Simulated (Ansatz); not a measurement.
**Preparing Si3N4 (P6_3/m) as a host crystal**

Aim: the runs on the perfect crystal Si3N4 (P6_3/m) that a defect calculation needs first.

Program: Ansatz 0.2.0. Level of theory: plane-wave PAW DFT, PBEsol; relaxation of the defect-free supercell in its symmetry; PAW set soft_1, in the first sound run; inputs show where later runs differ. Results are calculated unless marked as measured.

This is a report of a sequence of runs, with most program output left out.

### Step 1. Starting point

The cell holds 126 atoms: 54 Si and 72 N. Its edges and angles: a = 13.206 Å, b = 13.206 Å, c = 8.731 Å, α = 90.0°, β = 90.0°, γ = 120.0°.

### Step 2. Defect free supercell relaxed in its symmetry

This cell, the one that will hold the defects, is built from the relaxed host. Its coarser k-points can move the atoms a little, so it is relaxed from the symmetric sites, as the reference for the test of stability.

pristine.symmetric/input.yaml reads:

```yaml
crystal:
  lattice:
    - [11.4366858822, 6.6029736727, 0.0]
    - [-11.4366858822, 6.6029736727, 0.0]
    - [0.0, 0.0, 8.7307673276]
  atoms:
    - { symbol: Si, position: [0.0195004637, 0.8065554461, 0.25] }
    - { symbol: Si, position: [0.3528337971, 0.4732221127, 0.25] }
    - { symbol: Si, position: [0.6861671304, 0.1398887794, 0.25] }
    - { symbol: Si, position: [0.2129450177, 0.0195004637, 0.0833333333] }
    - { symbol: Si, position: [0.546278351, 0.6861671304, 0.0833333333] }
    - { symbol: Si, position: [0.8796116843, 0.3528337971, 0.0833333333] }
    - { symbol: Si, position: [0.1398887794, 0.453721649, 0.0833333333] }
    - { symbol: Si, position: [0.4732221127, 0.1203883157, 0.0833333333] }
    - { symbol: Si, position: [0.8065554461, 0.7870549823, 0.0833333333] }
    - { symbol: Si, position: [0.1934445539, 0.2129450177, 0.25] }
    - { symbol: Si, position: [0.5267778873, 0.8796116843, 0.25] }
    - { symbol: Si, position: [0.8601112206, 0.546278351, 0.25] }
    - { symbol: Si, position: [0.1203883157, 0.6471662029, 0.25] }
    - { symbol: Si, position: [0.453721649, 0.3138328696, 0.25] }
    - { symbol: Si, position: [0.7870549823, 0.9804995363, 0.25] }
    - { symbol: Si, position: [0.3138328696, 0.8601112206, 0.0833333333] }
    - { symbol: Si, position: [0.6471662029, 0.5267778873, 0.0833333333] }
    - { symbol: Si, position: [0.9804995363, 0.1934445539, 0.0833333333] }
    - { symbol: "N", position: [0.0, 0.6666666667, 0.25] }
    - { symbol: "N", position: [0.3333333333, 0.3333333334, 0.25] }
    - { symbol: "N", position: [0.6666666667, 0.0, 0.25] }
    - { symbol: "N", position: [0.0, 0.3333333333, 0.0833333333] }
    - { symbol: "N", position: [0.3333333333, 0.0, 0.0833333333] }
    - { symbol: "N", position: [0.6666666667, 0.6666666666, 0.0833333333] }
    - { symbol: "N", position: [0.2134584289, 0.4565327427, 0.25] }
    - { symbol: "N", position: [0.5467917623, 0.1231994093, 0.25] }
    - { symbol: "N", position: [0.8801250956, 0.789866076, 0.25] }
    - { symbol: "N", position: [0.0902590196, 0.8801250956, 0.0833333333] }
    - { symbol: "N", position: [0.4235923529, 0.5467917623, 0.0833333333] }
    - { symbol: "N", position: [0.7569256863, 0.2134584289, 0.0833333333] }
    - { symbol: "N", position: [0.1231994093, 0.5764076471, 0.0833333333] }
    - { symbol: "N", position: [0.4565327427, 0.2430743137, 0.0833333333] }
    - { symbol: "N", position: [0.789866076, 0.9097409804, 0.0833333333] }
    - { symbol: "N", position: [0.210133924, 0.0902590196, 0.25] }
    - { symbol: "N", position: [0.5434672573, 0.7569256863, 0.25] }
    - { symbol: "N", position: [0.8768005907, 0.4235923529, 0.25] }
    - { symbol: "N", position: [0.1198749044, 0.210133924, 0.0833333333] }
    - { symbol: "N", position: [0.4532082377, 0.8768005907, 0.0833333333] }
    - { symbol: "N", position: [0.7865415711, 0.5434672573, 0.0833333333] }
    - { symbol: "N", position: [0.2430743137, 0.7865415711, 0.25] }
    - { symbol: "N", position: [0.5764076471, 0.4532082377, 0.25] }
    - { symbol: "N", position: [0.9097409804, 0.1198749044, 0.25] }
    - { symbol: Si, position: [0.0195004637, 0.8065554461, 0.5833333333] }
    - { symbol: Si, position: [0.3528337971, 0.4732221127, 0.5833333333] }
    - { symbol: Si, position: [0.6861671304, 0.1398887794, 0.5833333333] }
    - { symbol: Si, position: [0.2129450177, 0.0195004637, 0.4166666667] }
    - { symbol: Si, position: [0.546278351, 0.6861671304, 0.4166666667] }
    - { symbol: Si, position: [0.8796116843, 0.3528337971, 0.4166666667] }
    - { symbol: Si, position: [0.1398887794, 0.453721649, 0.4166666667] }
    - { symbol: Si, position: [0.4732221127, 0.1203883157, 0.4166666667] }
    - { symbol: Si, position: [0.8065554461, 0.7870549823, 0.4166666667] }
    - { symbol: Si, position: [0.1934445539, 0.2129450177, 0.5833333333] }
    - { symbol: Si, position: [0.5267778873, 0.8796116843, 0.5833333333] }
    - { symbol: Si, position: [0.8601112206, 0.546278351, 0.5833333333] }
    - { symbol: Si, position: [0.1203883157, 0.6471662029, 0.5833333333] }
    - { symbol: Si, position: [0.453721649, 0.3138328696, 0.5833333333] }
    - { symbol: Si, position: [0.7870549823, 0.9804995363, 0.5833333333] }
    - { symbol: Si, position: [0.3138328696, 0.8601112206, 0.4166666667] }
    - { symbol: Si, position: [0.6471662029, 0.5267778873, 0.4166666667] }
    - { symbol: Si, position: [0.9804995363, 0.1934445539, 0.4166666667] }
    - { symbol: "N", position: [0.0, 0.6666666667, 0.5833333333] }
    - { symbol: "N", position: [0.3333333333, 0.3333333334, 0.5833333333] }
    - { symbol: "N", position: [0.6666666667, 0.0, 0.5833333333] }
    - { symbol: "N", position: [0.0, 0.3333333333, 0.4166666667] }
    - { symbol: "N", position: [0.3333333333, 0.0, 0.4166666667] }
    - { symbol: "N", position: [0.6666666667, 0.6666666666, 0.4166666667] }
    - { symbol: "N", position: [0.2134584289, 0.4565327427, 0.5833333333] }
    - { symbol: "N", position: [0.5467917623, 0.1231994093, 0.5833333333] }
    - { symbol: "N", position: [0.8801250956, 0.789866076, 0.5833333333] }
    - { symbol: "N", position: [0.0902590196, 0.8801250956, 0.4166666667] }
    - { symbol: "N", position: [0.4235923529, 0.5467917623, 0.4166666667] }
    - { symbol: "N", position: [0.7569256863, 0.2134584289, 0.4166666667] }
    - { symbol: "N", position: [0.1231994093, 0.5764076471, 0.4166666667] }
    - { symbol: "N", position: [0.4565327427, 0.2430743137, 0.4166666667] }
    - { symbol: "N", position: [0.789866076, 0.9097409804, 0.4166666667] }
    - { symbol: "N", position: [0.210133924, 0.0902590196, 0.5833333333] }
    - { symbol: "N", position: [0.5434672573, 0.7569256863, 0.5833333333] }
    - { symbol: "N", position: [0.8768005907, 0.4235923529, 0.5833333333] }
    - { symbol: "N", position: [0.1198749044, 0.210133924, 0.4166666667] }
    - { symbol: "N", position: [0.4532082377, 0.8768005907, 0.4166666667] }
    - { symbol: "N", position: [0.7865415711, 0.5434672573, 0.4166666667] }
    - { symbol: "N", position: [0.2430743137, 0.7865415711, 0.5833333333] }
    - { symbol: "N", position: [0.5764076471, 0.4532082377, 0.5833333333] }
    - { symbol: "N", position: [0.9097409804, 0.1198749044, 0.5833333333] }
    - { symbol: Si, position: [0.0195004637, 0.8065554461, 0.9166666667] }
    - { symbol: Si, position: [0.3528337971, 0.4732221127, 0.9166666667] }
    - { symbol: Si, position: [0.6861671304, 0.1398887794, 0.9166666667] }
    - { symbol: Si, position: [0.2129450177, 0.0195004637, 0.75] }
    - { symbol: Si, position: [0.546278351, 0.6861671304, 0.75] }
    - { symbol: Si, position: [0.8796116843, 0.3528337971, 0.75] }
    - { symbol: Si, position: [0.1398887794, 0.453721649, 0.75] }
    - { symbol: Si, position: [0.4732221127, 0.1203883157, 0.75] }
    - { symbol: Si, position: [0.8065554461, 0.7870549823, 0.75] }
    - { symbol: Si, position: [0.1934445539, 0.2129450177, 0.9166666667] }
    - { symbol: Si, position: [0.5267778873, 0.8796116843, 0.9166666667] }
    - { symbol: Si, position: [0.8601112206, 0.546278351, 0.9166666667] }
    - { symbol: Si, position: [0.1203883157, 0.6471662029, 0.9166666667] }
    - { symbol: Si, position: [0.453721649, 0.3138328696, 0.9166666667] }
    - { symbol: Si, position: [0.7870549823, 0.9804995363, 0.9166666667] }
    - { symbol: Si, position: [0.3138328696, 0.8601112206, 0.75] }
    - { symbol: Si, position: [0.6471662029, 0.5267778873, 0.75] }
    - { symbol: Si, position: [0.9804995363, 0.1934445539, 0.75] }
    - { symbol: "N", position: [0.0, 0.6666666667, 0.9166666667] }
    - { symbol: "N", position: [0.3333333333, 0.3333333334, 0.9166666667] }
    - { symbol: "N", position: [0.6666666667, 0.0, 0.9166666667] }
    - { symbol: "N", position: [0.0, 0.3333333333, 0.75] }
    - { symbol: "N", position: [0.3333333333, 0.0, 0.75] }
    - { symbol: "N", position: [0.6666666667, 0.6666666666, 0.75] }
    - { symbol: "N", position: [0.2134584289, 0.4565327427, 0.9166666667] }
    - { symbol: "N", position: [0.5467917623, 0.1231994093, 0.9166666667] }
    - { symbol: "N", position: [0.8801250956, 0.789866076, 0.9166666667] }
    - { symbol: "N", position: [0.0902590196, 0.8801250956, 0.75] }
    - { symbol: "N", position: [0.4235923529, 0.5467917623, 0.75] }
    - { symbol: "N", position: [0.7569256863, 0.2134584289, 0.75] }
    - { symbol: "N", position: [0.1231994093, 0.5764076471, 0.75] }
    - { symbol: "N", position: [0.4565327427, 0.2430743137, 0.75] }
    - { symbol: "N", position: [0.789866076, 0.9097409804, 0.75] }
    - { symbol: "N", position: [0.210133924, 0.0902590196, 0.9166666667] }
    - { symbol: "N", position: [0.5434672573, 0.7569256863, 0.9166666667] }
    - { symbol: "N", position: [0.8768005907, 0.4235923529, 0.9166666667] }
    - { symbol: "N", position: [0.1198749044, 0.210133924, 0.75] }
    - { symbol: "N", position: [0.4532082377, 0.8768005907, 0.75] }
    - { symbol: "N", position: [0.7865415711, 0.5434672573, 0.75] }
    - { symbol: "N", position: [0.2430743137, 0.7865415711, 0.9166666667] }
    - { symbol: "N", position: [0.5764076471, 0.4532082377, 0.9166666667] }
    - { symbol: "N", position: [0.9097409804, 0.1198749044, 0.9166666667] }
basis:
  ecutwfc: 420
  xc_grid: 2
hamiltonian:
  xc: pbesol
  pseudopotentials: { kind: paw, azcp: { folder: soft_1 }, xc_functional: pbe }
kpoints:
  mp_grid: { grid: [1, 1, 1] }
scf:
  occupations: { method: fermi_dirac, width: 0.01 }
  max_iter: 100
  lower_state_search: "off"
output:
  forces: true
relax:
  f_tol: 0.015
  max_steps: 60
  escape_saddle: false
checkpoint:
  write: "../pristine.symmetric.run"
  compress: false
  write_wavefunctions: false
  write_every: 100000
```

On the command line:

```bash
$ ansatz run input.yaml --threads 8 --pin off --max-ram 18841MiB --backend cpu --events-out ev --progress --plain --runs-dir out
```

It took 17 s on 8 threads of Arm Neoverse V1, shared host; peak memory 1.8 GiB.

Relaxation path:

```tsv
step	energy less that of the first step (eV)	largest force component (eV/Å)
1	0.0000	0.0797
2	-0.0062	0.0463
3	-0.0085	0.0062
```

Forces are held to the 108 operations that the run works with; a distortion that breaks them can't arise in this run.

### Step 3. Defect free supercell relaxed from displaced atoms

This step: plane-wave PAW DFT, PBEsol; relaxation of the defect-free supercell from random displacements, a test of the host's stability; PAW set soft_1 (Ansatz 0.2.0).

pristine.rattled/input.yaml, as its differences from pristine.symmetric/input.yaml of step 2:

```diff
@@ -148,6 +148,6 @@
   f_tol: 0.015
-  max_steps: 60
-  escape_saddle: false
+  max_steps: 120
+  random_displacement: { amplitude: 0.06, seed: 134 }
 checkpoint:
-  write: "../pristine.symmetric.run"
+  write: "../pristine.rattled.run"
   compress: false
```

Wall time 29 s (8 threads); peak memory 1.8 GiB; 3.6 min of CPU time.

The steps of the relaxation:

```tsv
step	energy less that of the first step (eV)	largest force component (eV/Å)
1	0.0000	4.4223
2	-4.6653	2.4635
3	-7.4297	0.0756
4	-7.4339	0.0030
5	-7.4339	0.0030
```

The relaxation ends 59 meV an atom lower than the displaced start, with a largest force component of 0.0030 eV/Å.

### Step 4. Host on a dense mesh

This step: plane-wave PAW DFT, PBEsol; single point of the defect-free host, a test of the k-point sampling; PAW set soft_1 (Ansatz 0.2.0).

System of this step: Si3N4 (P6_3/m). Symmetry: P6_3/m, No. 176, hexagonal system. The conventional cell has a = 7.624 Å, b = 7.624 Å, c = 2.910 Å, α = 90.00°, β = 90.00°, γ = 120.00°. Nearest to Si lie 4 N at 1.73 to 1.74 Å. Nearest to N lie 3 Si at 1.73 Å. Nearest to N lie 3 Si at 1.74 Å. Farther neighbours and most contacts between anions are not listed.

dense/input.yaml reads:

```yaml
crystal:
  lattice:
    - [7.6244572548, 0.0, 0.0]
    - [-3.8122286274, 6.6029736727, 0.0]
    - [0.0, 0.0, 2.9102557759]
  atoms:
    - { symbol: Si, position: [0.2324454814, 0.8260559098, 0.75] }
    - { symbol: Si, position: [0.4063895716, 0.2324454814, 0.25] }
    - { symbol: Si, position: [0.8260559098, 0.5936104284, 0.25] }
    - { symbol: Si, position: [0.1739440902, 0.4063895716, 0.75] }
    - { symbol: Si, position: [0.5936104284, 0.7675545186, 0.75] }
    - { symbol: Si, position: [0.7675545186, 0.1739440902, 0.25] }
    - { symbol: "N", position: [0.3333333333, 0.6666666667, 0.75] }
    - { symbol: "N", position: [0.6666666667, 0.3333333333, 0.25] }
    - { symbol: "N", position: [0.9703841152, 0.6699911715, 0.75] }
    - { symbol: "N", position: [0.3003929436, 0.9703841152, 0.25] }
    - { symbol: "N", position: [0.6699911715, 0.6996070564, 0.25] }
    - { symbol: "N", position: [0.3300088285, 0.3003929436, 0.75] }
    - { symbol: "N", position: [0.0296158848, 0.3300088285, 0.25] }
    - { symbol: "N", position: [0.6996070564, 0.0296158848, 0.75] }
basis:
  ecutwfc: 420
  xc_grid: 2
hamiltonian:
  xc: pbesol
  pseudopotentials: { kind: paw, azcp: { folder: soft_1 }, xc_functional: pbe }
kpoints:
  mp_grid: { grid: [4, 4, 9] }
scf:
  occupations: { method: fermi_dirac, width: 0.01 }
  max_iter: 100
  lower_state_search: "off"
checkpoint:
  write: "../dense.run"
  compress: false
  write_wavefunctions: false
  write_every: 100000
```

Run time: 1.3 s. Hardware: 8 threads; peak memory 0.64 GiB; 8.8 s of CPU time.

### Step 5. Defect free supercell at the zone centre

The supercell is run at the zone centre, to see how far that sampling misses the dense mesh.

System of this step: Si3N4 (P6_3/m). The cell holds 126 atoms: 54 Si and 72 N. Cell: a = 13.206 Å, b = 13.206 Å, c = 8.731 Å, α = 90.0°, β = 90.0°, γ = 120.0°.

pristine.sampling_gamma/input.yaml, as its differences from pristine.rattled/input.yaml of step 3:

```diff
@@ -144,10 +144,4 @@
   lower_state_search: "off"
-output:
-  forces: true
-relax:
-  f_tol: 0.015
-  max_steps: 120
-  random_displacement: { amplitude: 0.06, seed: 134 }
 checkpoint:
-  write: "../pristine.rattled.run"
+  write: "../pristine.sampling_gamma.run"
   compress: false
```

Run time: 7.1 s. Hardware: 8 threads; peak memory 1.7 GiB.

### Step 6. Defect free supercell at the quarter point

The supercell is run at one point off the zone centre, to see how far that sampling misses the dense mesh.

pristine.sampling_quarter/input.yaml, as its differences from pristine.sampling_gamma/input.yaml of step 5:

```diff
@@ -139,3 +139,3 @@
 kpoints:
-  mp_grid: { grid: [1, 1, 1] }
+  mp_grid: { grid: [1, 1, 1], shift: [0.25, 0.25, 0.25] }
 scf:
@@ -145,3 +145,3 @@
 checkpoint:
-  write: "../pristine.sampling_gamma.run"
+  write: "../pristine.sampling_quarter.run"
   compress: false
```

The job ended after 7.5 s (8 threads; peak memory 2.9 GiB; 54 s of CPU time).

### Step 7. Summary of results

```json
{
 "supercell relaxed in its symmetry less the displaced and relaxed one": "0.000 eV",
 "energy an atom at the zone centre alone less that on the dense mesh": "0.022 eV",
 "energy an atom at one point at (¼, ¼, ¼) less that on the dense mesh": "0.000 eV"
}
```

What this shows: Step 2: From the first step to the last the energy fell by 0.009 eV, and the largest move was 0.006 Å (N26 and 53 other atoms alike). Step 3: The energy fell by 7.434 eV from the randomly displaced start; against the sites as typed, N79 ends farthest off, by 0.01 Å. The displaced cell ends within 0.01 eV of the symmetric one relaxed in its symmetry, so no lower structure shows in this supercell. All at zero temperature.

[Logs are printed without paths, hosts, clocks, repeated set-up lines and the standing remarks that a program may print on its own settings, such as how far it seeks lower states.]

[Hosts, paths, dates, database ids (printed as entryN), source tags and the programs' standing remarks are cut or masked in the printed files.]

[Runs of the host that timed out are not shown.]

[For some hosts the program warned that the k-mesh of the response run may be too coarse for force constants and the static dielectric constant; such warnings are not always shown.]
